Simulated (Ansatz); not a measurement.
# Decaying states in the gap of BaLiI3

Wanted: the relaxed cell of BaLiI3, its band edges and its decay constants. It is built by putting I for F in the BaLiF3 structure of space group Pm-3m, with the volume rescaled by atomic radii. The parent structure comes from the Materials Project.

Program: Ansatz 0.2.0. Level of theory: PBE DFT, plane waves, PAW files, in the first sound run; inputs show where later runs differ. Results are calculated unless marked as measured.

This is a report of a sequence of runs, with most program output left out.

The structure was built from a prototype and need not be the compound's stable phase.

**1. Set-up**

It takes space group Pm-3m (No. 221, cubic). The conventional cell has a = 4.832 Å, b = 4.832 Å, c = 4.832 Å, α = 90.00°, β = 90.00°, γ = 90.00°. Nearest to Ba lie 12 I at 3.42 Å. Nearest to Li lie 6 I at 2.42 Å. Nearest to I lie 2 Li at 2.42 Å and 4 Ba at 3.42 Å. It derives from BaLiF3. I for F in the BaLiF3 structure of space group Pm-3m. Farther neighbours and most contacts between anions are not listed.

**2. Cell and atoms at rest**

The substituted atoms don't fit the parent's cell, so cell and atoms relax together. A small smearing keeps the run stable in case the gap closes on the way.

input.yaml reads:

```yaml
crystal:
  lattice:
    - [4.8319560001, 0.0, 0.0]
    - [0.0, 4.8319560001, 0.0]
    - [0.0, 0.0, 4.8319560001]
  atoms:
    - { symbol: Ba, position: [0.0, 0.0, 0.0] }
    - { symbol: Li, position: [0.5, 0.5, 0.5] }
    - { symbol: I, position: [0.0, 0.5, 0.5] }
    - { symbol: I, position: [0.5, 0.5, 0.0] }
    - { symbol: I, position: [0.5, 0.0, 0.5] }
kpoints:
  mp_grid: { grid: [4, 4, 4] }
scf:
  occupations: { method: gaussian, width: 0.03 }
hamiltonian:
  xc: pbe
output:
  forces: true
  stress: true
relax:
  f_tol: 0.02
  max_steps: 60
  cell: {}
```

Run with:

```bash
$ ansatz run input.yaml --threads 2 --pin off --max-ram 4096MiB --backend cpu --events-out ev --progress --plain --runs-dir out
```

The job ended after 17 s (2 threads of Arm Neoverse V2, shared host; peak memory 0.46 GiB).

The steps of the relaxation:

```tsv
step	energy less that of the first step (eV)	largest force component (eV/Å)	pressure (GPa)	volume (Å³)
1	0.0000	0.0000	28.83	112.82
2	-2.2691	0.0000	14.66	130.13
3	-3.4563	0.0000	6.21	149.14
4	-3.8585	0.0000	1.34	166.99
5	-3.8829	0.0000	0.08	172.66
6	-3.8830	0.0000	0.00	173.03
7*	-3.9771	0.0000	1.12	173.03
8	-4.0016	0.0000	0.40	178.32
9	-4.0055	0.0000	0.02	181.49
10*	-4.0060	0.0000	0.02	181.49
```

Relaxation steps marked * repeat the geometry before them on a plane-wave basis chosen anew for their cell, so energy and pressure can jump there.

The run keeps the 48 symmetry operations that it works with, so distortions that break them were not tested.

```tsv
cell as run	before	after	change
a (Å)	4.832	5.662	+17.2 %
b (Å)	4.832	5.662	+17.2 %
c (Å)	4.832	5.662	+17.2 %
volume (Å³/atom)	22.56	36.30	+60.9 %
```

Numbers from this step:

* free energy: -28700.1170 eV
* Fermi energy: 6.971 eV
* pressure: 0.02029 GPa

The largest force component on a free atom ends at 1.1e-29 eV/Å.

**3. Band edges**

The energy window and the wavevectors of the next steps follow from the band edges, so these are searched first, off the mesh as well.

input.yaml reads:

```yaml
crystal:
  lattice:
    - [5.6617529204, 0.0, 0.0]
    - [0.0, 5.6617529204, 0.0]
    - [0.0, 0.0, 5.6617529204]
  atoms:
    - { symbol: Ba, position: [0.0, 0.0, 0.0] }
    - { symbol: Li, position: [0.5, 0.5, 0.5] }
    - { symbol: I, position: [0.0, 0.5, 0.5] }
    - { symbol: I, position: [0.5, 0.5, 0.0] }
    - { symbol: I, position: [0.5, 0.0, 0.5] }
kpoints:
  mp_grid: { grid: [6, 6, 6] }
  band_path: { path: [VBM, CBM], npoints: 30 }
scf:
  occupations: { method: fixed }
hamiltonian:
  xc: pbe
output:
  eigenvalues: true
  write_potential: true
  write_density: true
  volumetric_format: npy
```

Run time: 13 s. Hardware: 2 threads; peak memory 0.46 GiB; 25 s of CPU time.

Numbers from this step:

* free energy: -28700.1176 eV
* Fermi energy: 5.669 eV
* gap on the k-mesh: 2.603 eV
* gap on path: 2.603 eV, by band count; negative where bands overlap
* direct gap on path: 2.793 eV
* edge places on path: 0, 0.9611 1/A along the path

Electronic bands along the path, in eV, zero at the Fermi level (highest filled level under fixed occupations); v1 is the highest filled band, c1 the lowest empty one:

```tsv
point	v4	v3	v2	v1	c1	c2	c3	c4
VBM	-0.14	0.00	0.00	0.00	3.04	3.48	3.48	3.48
halfway	-1.58	-0.55	-0.23	-0.23	3.36	3.46	3.46	4.63
CBM	-0.99	-0.19	-0.19	-0.19	2.60	2.64	2.64	3.24
```

The searched edges give 2.60 eV, as on the mesh.

**4. Decaying states in the gap**

This step: PBE DFT, plane waves, PAW files; complex bands by layer matching along the plane's normal (Ansatz 0.2.0).

The same crystal is laid in a cell whose first two vectors span the (111) plane (indices of the standard conventional cell, whose axes can be ordered otherwise than in the bulk input). At fixed energy and wavevector in the plane the solver finds all kz, real and complex. A few wavevectors are listed, (0, 0) and (0.5, 0) in units of the plane's reciprocal vectors; the slowest state needn't be among them.

input.yaml reads:

```yaml
crystal:
  lattice:
    - [8.006927767, 0.0, 0.0]
    - [4.003463883, 6.934202852, 0.0]
    - [4.003463883, 2.311400951, 3.268814573]
  atoms:
    - { symbol: Ba, position: [0.0, 0.0, 0.0] }
    - { symbol: Li, position: [0.5, 0.5, 0.5] }
    - { symbol: I, position: [0.5, 0.5, 0.0] }
    - { symbol: I, position: [0.5, 0.0, 0.0] }
    - { symbol: I, position: [0.0, 0.5, 0.0] }
kpoints:
  mp_grid: { grid: [8, 8, 8] }
scf:
  occupations: { method: fixed }
hamiltonian:
  xc: pbe
output:
  eigenvalues: true
  transmission:
    leads: [[0, 0]]
    kpoints: [[0.0, 0.0], [0.5, 0.0]]
    e_range: [-1.0, 3.6]
    de: 0.08
```

Wall time 3.1 min (2 threads); peak memory 1.9 GiB; 6.2 min of CPU time.

This step gave:

| Item | Value |
| --- | --- |
| gap on the k-mesh | 2.604 eV |
| level to which the leads are filled | 1.302 eV from the Fermi level |
| decay constant at the filling level, zone centre | 0.2198 Å⁻¹ |
| decay constant at the filling level, slowest listed point | 0.2198 Å⁻¹ |

K parallel (0, 0); values up to 1.5 1/Å, a degenerate pair printed once or twice; energies at which all values exceed this have no row. Im kz of the slowest decaying states against energy, zero at the highest filled level on the SCF mesh:

```tsv
energy (eV)	decay 1 (Å⁻¹)	decay 2 (Å⁻¹)	decay 3 (Å⁻¹)	decay 4 (Å⁻¹)
-1.0000	0.0546	0.425	0.440	0.644
-0.7600	0.176	0.426	0.441	0.573
-0.5200	0.247	0.425	0.440	0.468
-0.2800	0.203	0.356	0.422	0.437
-0.0400	0.0956	0.178	0.218	0.416
0.2800	0.148	0.159	0.267	0.272
0.5200	0.187	0.187	0.279	0.352
0.7600	0.204	0.213	0.283	0.383
1.0000	0.215	0.230	0.282	0.369
1.2400	0.220	0.242	0.276	0.353
1.4800	0.218	0.249	0.265	0.334
1.7200	0.208	0.249	0.251	0.313
1.9600	0.190	0.226	0.250	0.288
2.2800	0.146	0.179	0.241	0.248
2.5200	0.0790	0.112	0.210	0.229
2.7600	0.159	0.210	0.262	0.294
3.0000	0.0630	0.183	0.190	0.204
3.2400	0.0158	0.0185	0.139	0.337
3.4800	0.00518	0.00847	0.190	0.338
```

K parallel (0.5, 0); values up to 1.5 1/Å, a degenerate pair printed once or twice; energies at which all values exceed this have no row. Table of Im kz of the slowest decaying states by energy, zero at the highest filled level on the SCF mesh:

```tsv
energy (eV)	decay 1 (Å⁻¹)	decay 2 (Å⁻¹)	decay 3 (Å⁻¹)	decay 4 (Å⁻¹)
-1.00	0.0965	0.117	0.391	0.433
-0.84	0.105	0.138	0.353	0.416
-0.60	0.120	0.131	0.439	0.470
-0.44	0.155	0.160	0.448	0.471
-0.28	0.205	0.222	0.453	0.471
-0.12	0.100	0.210	0.257	0.263
-0.04	0.0885	0.132	0.228	0.280
0.12	0.170	0.175	0.259	0.310
0.28	0.205	0.213	0.280	0.335
0.44	0.229	0.244	0.296	0.359
0.68	0.256	0.279	0.312	0.406
0.84	0.270	0.297	0.319	0.409
1.00	0.281	0.312	0.323	0.410
1.16	0.291	0.324	0.325	0.409
1.40	0.301	0.324	0.339	0.403
1.56	0.305	0.321	0.347	0.392
1.72	0.307	0.317	0.353	0.380
1.88	0.307	0.31	0.358	0.367
2.12	0.297	0.301	0.349	0.363
2.28	0.285	0.293	0.336	0.365
2.44	0.271	0.282	0.323	0.362
2.68	0.245	0.258	0.301	0.336
2.84	0.223	0.233	0.287	0.314
3.00	0.196	0.198	0.270	0.275
3.16	0.152	0.161	0.222	0.243
3.40	0.0673	0.109	0.110	0.206
3.56	0.0817	0.154	0.350	0.353
```

At the listed wavevectors the last open channel is at -0.04 eV and the next at +2.68 eV on the grid. At +1.32 eV, the grid energy nearest the filling level (the middle of the gap on the SCF mesh), the slowest state at the listed wavevectors decays with κ = 0.220 Å⁻¹, its amplitude falling by e over 4.5 Å. Through 1 nm of this crystal that state's transmission falls by exp(−2 × 0.220 Å⁻¹ × 10 Å) = 0.012.

**5. Decay over the two-dimensional zone**

The listed points could miss the slowest state, so one energy near mid-gap is solved on a mesh of 8×8.

input.yaml, as its differences from that of step 4:

```diff
@@ -19,6 +19,2 @@
   eigenvalues: true
-  transmission:
-    leads: [[0, 0]]
-    kpoints: [[0.0, 0.0], [0.5, 0.0]]
-    e_range: [-1.0, 3.6]
-    de: 0.08
+  transmission: { leads: [[0, 0]], kmesh: [8, 8], e_range: [1.3, 1.31], de: 0.05 }
```

Wall time 1.7 min (2 threads); peak memory 1.8 GiB; 3.3 min of CPU time.

This step gave:

- least decay constant on the mesh: 0.2198 Å⁻¹

Slowest decay constant (1/Å; 0 where a channel is open) over k1 and k2. At 1.3000 eV from the Fermi level.

Ten even steps from '_' (0.220) to '@' (0.323):
```
@@@@@@@@**####**
@@@@@@##++++++##
@@@@##++::::++##
##**++::__::++**
@@##++::::++##@@
@@##++++++##@@@@
@@**####**@@@@@@
##@@@@@@##@@@@@@
```
Columns: k1 (b1) from -0.5 to 0.375; rows upwards: k2 (b2) from -0.5 to 0.375.

The least value on the mesh is 0.220 Å⁻¹ at +1.30 eV. At that energy the listed points give about 0.220 Å⁻¹ by interpolation, so the mesh holds no clearly slower state.

**6. Band edges at another level**

This step: PBEsol DFT, plane waves, PAW files (Ansatz 0.2.0).

The edges again with PBEsol, at the same atoms.

input.yaml reads:

```yaml
crystal:
  lattice:
    - [5.6617529204, 0.0, 0.0]
    - [0.0, 5.6617529204, 0.0]
    - [0.0, 0.0, 5.6617529204]
  atoms:
    - { symbol: Ba, position: [0.0, 0.0, 0.0] }
    - { symbol: Li, position: [0.5, 0.5, 0.5] }
    - { symbol: I, position: [0.0, 0.5, 0.5] }
    - { symbol: I, position: [0.5, 0.5, 0.0] }
    - { symbol: I, position: [0.5, 0.0, 0.5] }
kpoints:
  mp_grid: { grid: [6, 6, 6] }
  band_path: { path: [VBM, CBM], npoints: 30 }
scf:
  occupations: { method: fixed }
hamiltonian:
  xc: pbesol
output:
  eigenvalues: true
```

Elapsed: 13 s, on 2 threads; peak memory 0.46 GiB; 25 s of CPU time.

Numbers from this step:

- free energy: -28369.6432 eV
- Fermi energy: 5.558 eV
- gap on the k-mesh: 2.459 eV
- gap on path: 2.459 eV, by band count; negative where bands overlap
- direct gap on path: 2.655 eV

Electronic bands along the path, in eV, zero at the Fermi level (highest filled level under fixed occupations); v1 is the highest filled band, c1 the lowest empty one:

```tsv
point	v4	v3	v2	v1	c1	c2	c3	c4
VBM	-0.15	0.00	0.00	0.00	2.92	3.43	3.43	3.43
halfway	-1.61	-0.56	-0.23	-0.23	3.29	3.41	3.41	4.62
CBM	-1.00	-0.20	-0.20	-0.20	2.46	2.56	2.56	3.20
```

The searched edges give 2.46 eV, as on the mesh.

For the gap on the k-mesh, step 3 gave 2.60 eV; this run, with PBEsol, gives 2.46 eV.

**7. Complex bands at another level**

This step: PBEsol DFT, plane waves, PAW files; complex bands by layer matching along the plane's normal (Ansatz 0.2.0).

The complex bands at that level, over its own gap, at (0, 0) and (0.5, 0).

input.yaml reads:

```yaml
crystal:
  lattice:
    - [8.006927767, 0.0, 0.0]
    - [4.003463883, 6.934202852, 0.0]
    - [4.003463883, 2.311400951, 3.268814573]
  atoms:
    - { symbol: Ba, position: [0.0, 0.0, 0.0] }
    - { symbol: Li, position: [0.5, 0.5, 0.5] }
    - { symbol: I, position: [0.5, 0.5, 0.0] }
    - { symbol: I, position: [0.5, 0.0, 0.0] }
    - { symbol: I, position: [0.0, 0.5, 0.0] }
kpoints:
  mp_grid: { grid: [8, 8, 8] }
scf:
  occupations: { method: fixed }
hamiltonian:
  xc: pbesol
output:
  eigenvalues: true
  transmission:
    leads: [[0, 0]]
    kpoints: [[0.0, 0.0], [0.5, 0.0]]
    e_range: [-1.0, 3.46]
    de: 0.07
```

Run time: 3.5 min. Hardware: 2 threads; peak memory 2 GiB.

This step gave:

| Item | Value |
| --- | --- |
| level to which the leads are filled | 1.230 eV from the Fermi level |
| decay constant at the filling level, zone centre | 0.2106 Å⁻¹ |
| decay constant at the filling level, slowest listed point | 0.2106 Å⁻¹ |

K parallel (0, 0); values up to 1.5 1/Å, a degenerate pair printed once or twice; energies at which all values exceed this have no row. Im kz of the slowest decaying states against energy, zero at the highest filled level on the SCF mesh:

```tsv
energy (eV)	decay 1 (Å⁻¹)	decay 2 (Å⁻¹)	decay 3 (Å⁻¹)	decay 4 (Å⁻¹)
-1.00	0.0242	0.420	0.436	0.640
-0.79	0.166	0.421	0.437	0.580
-0.65	0.210	0.421	0.437	0.528
-0.44	0.270	0.408	0.419	0.434
-0.30	0.233	0.342	0.416	0.432
-0.09	0.0795	0.113	0.197	0.411
-0.02	0.101	0.208	0.222	0.409
0.05	0.0722	0.118	0.120	0.237
0.26	0.142	0.154	0.261	0.261
0.40	0.168	0.171	0.269	0.314
0.61	0.190	0.195	0.276	0.372
0.75	0.198	0.209	0.278	0.376
0.96	0.207	0.224	0.276	0.363
1.10	0.210	0.232	0.273	0.353
1.31	0.210	0.240	0.266	0.338
1.45	0.207	0.243	0.258	0.326
1.66	0.197	0.244	0.246	0.307
1.80	0.187	0.232	0.245	0.292
2.01	0.163	0.208	0.242	0.268
2.15	0.141	0.186	0.239	0.250
2.36	0.0840	0.140	0.217	0.23
2.50	0.0819	0.192	0.222	0.285
2.71	0.14	0.206	0.258	0.290
2.85	0.0835	0.191	0.231	0.233
3.06	0.136	0.155	0.161	0.407
3.20	0.132	0.312	0.387	0.417
3.41	0.0373	0.0641	0.183	0.338
```

K parallel (0, 0). The Re kz of states that move upwards by energy, zero at the highest filled level on the SCF mesh; 7 of 8 lines:

```tsv
energy (eV)	channel 1 (Å⁻¹)	channel 2 (Å⁻¹)	channel 3 (Å⁻¹)	channel 4 (Å⁻¹)	channel 5 (Å⁻¹)	channel 6 (Å⁻¹)	channel 7 (Å⁻¹)
-1.0000	-0.258	0.0436	0.649	0.649	-	-	-
-0.7200	-0.199	0.372	0.715	0.715	-	-	-
-0.5100	-0.148	0.508	0.768	0.768	-	-	-
-0.2300	-0.198	-0.198	-0.0466	0.498	0.498	0.683	0.864
-0.0200	0.884	0.909	0.909	-	-	-	-
0.2600	-	-	-	-	-	-	-
0.4700	-	-	-	-	-	-	-
0.7500	-	-	-	-	-	-	-
1.0300	-	-	-	-	-	-	-
1.2400	-	-	-	-	-	-	-
1.5200	-	-	-	-	-	-	-
1.7300	-	-	-	-	-	-	-
2.0100	-	-	-	-	-	-	-
2.2200	-	-	-	-	-	-	-
2.5000	0.0559	-	-	-	-	-	-
2.7800	0.172	0.177	0.177	-	-	-	-
2.9900	-0.874	0.249	0.280	0.280	-	-	-
3.2700	-0.687	0.0944	0.0944	0.111	0.413	0.413	0.448
```

K parallel (0.5, 0); values up to 1.5 1/Å, a degenerate pair printed once or twice; energies at which all values exceed this have no row. Table of Im kz of the slowest decaying states by energy, zero at the highest filled level on the SCF mesh:

```tsv
energy (eV)	decay 1 (Å⁻¹)	decay 2 (Å⁻¹)	decay 3 (Å⁻¹)	decay 4 (Å⁻¹)
-1.00	0.0985	0.121	0.393	0.427
-0.79	0.100	0.139	0.314	0.422
-0.58	0.0543	0.108	0.439	0.468
-0.37	0.185	0.193	0.449	0.469
-0.09	0.114	0.215	0.269	0.312
-0.02	0.105	0.138	0.231	0.283
0.12	0.169	0.174	0.256	0.307
0.33	0.212	0.222	0.282	0.339
0.54	0.239	0.258	0.300	0.371
0.75	0.259	0.285	0.311	0.403
0.96	0.275	0.305	0.317	0.405
1.24	0.290	0.320	0.326	0.404
1.45	0.297	0.318	0.338	0.394
1.66	0.301	0.313	0.346	0.378
1.87	0.300	0.304	0.353	0.362
2.08	0.292	0.294	0.345	0.357
2.29	0.277	0.284	0.328	0.360
2.50	0.257	0.267	0.309	0.350
2.78	0.223	0.228	0.284	0.316
2.99	0.181	0.187	0.260	0.268
3.20	0.103	0.135	0.195	0.213
3.41	0.0676	0.191	0.347	0.355
```

At the listed wavevectors the last open channel is at -0.02 eV and the next at +2.50 eV on the grid. At +1.24 eV, the grid energy nearest the filling level (the middle of the gap on the SCF mesh), the slowest state at the listed wavevectors decays with κ = 0.211 Å⁻¹, its amplitude falling by e over 4.7 Å; the first such run, plane (111), gave 0.220 Å⁻¹.

**8. Results**

```json
{"band gap": "2.60 eV", "least decay constant at mid-gap, normal to (111)": "0.220 Å⁻¹", "least decay constant on a mesh, normal to (111)": "0.220 Å⁻¹", "least decay constant, PBEsol": "0.211 Å⁻¹"}
```

In words: With PBE, the slowest decay at the wavevectors tried is κ = 0.220 Å⁻¹, normal to (111). Through such a film the transmission near mid-gap falls as exp(−2κd), a factor of ten every 5.2 Å. A free electron under a barrier of half the gap would need a mass of 0.14 mₑ to decay at this rate. With PBEsol the gap goes from 2.60 to 2.46 eV and the decay constant, over the first 2 listed wavevectors, from 0.220 to 0.211 Å⁻¹. The compound is made up by substitution; its stability against other phases and against distortions of the cell's symmetry was not tested. A semilocal functional narrows gaps, while spin-orbit coupling, left out here, narrows them in compounds of heavy elements, so the error in κ can go either way.

[Logs are printed without paths, hosts, clocks, repeated set-up lines and the standing remarks that a program may print on its own settings, such as how far it seeks lower states.]

[Hosts, paths, dates, database ids (printed as entryN), source tags and the programs' standing remarks are cut or masked in the printed files.]
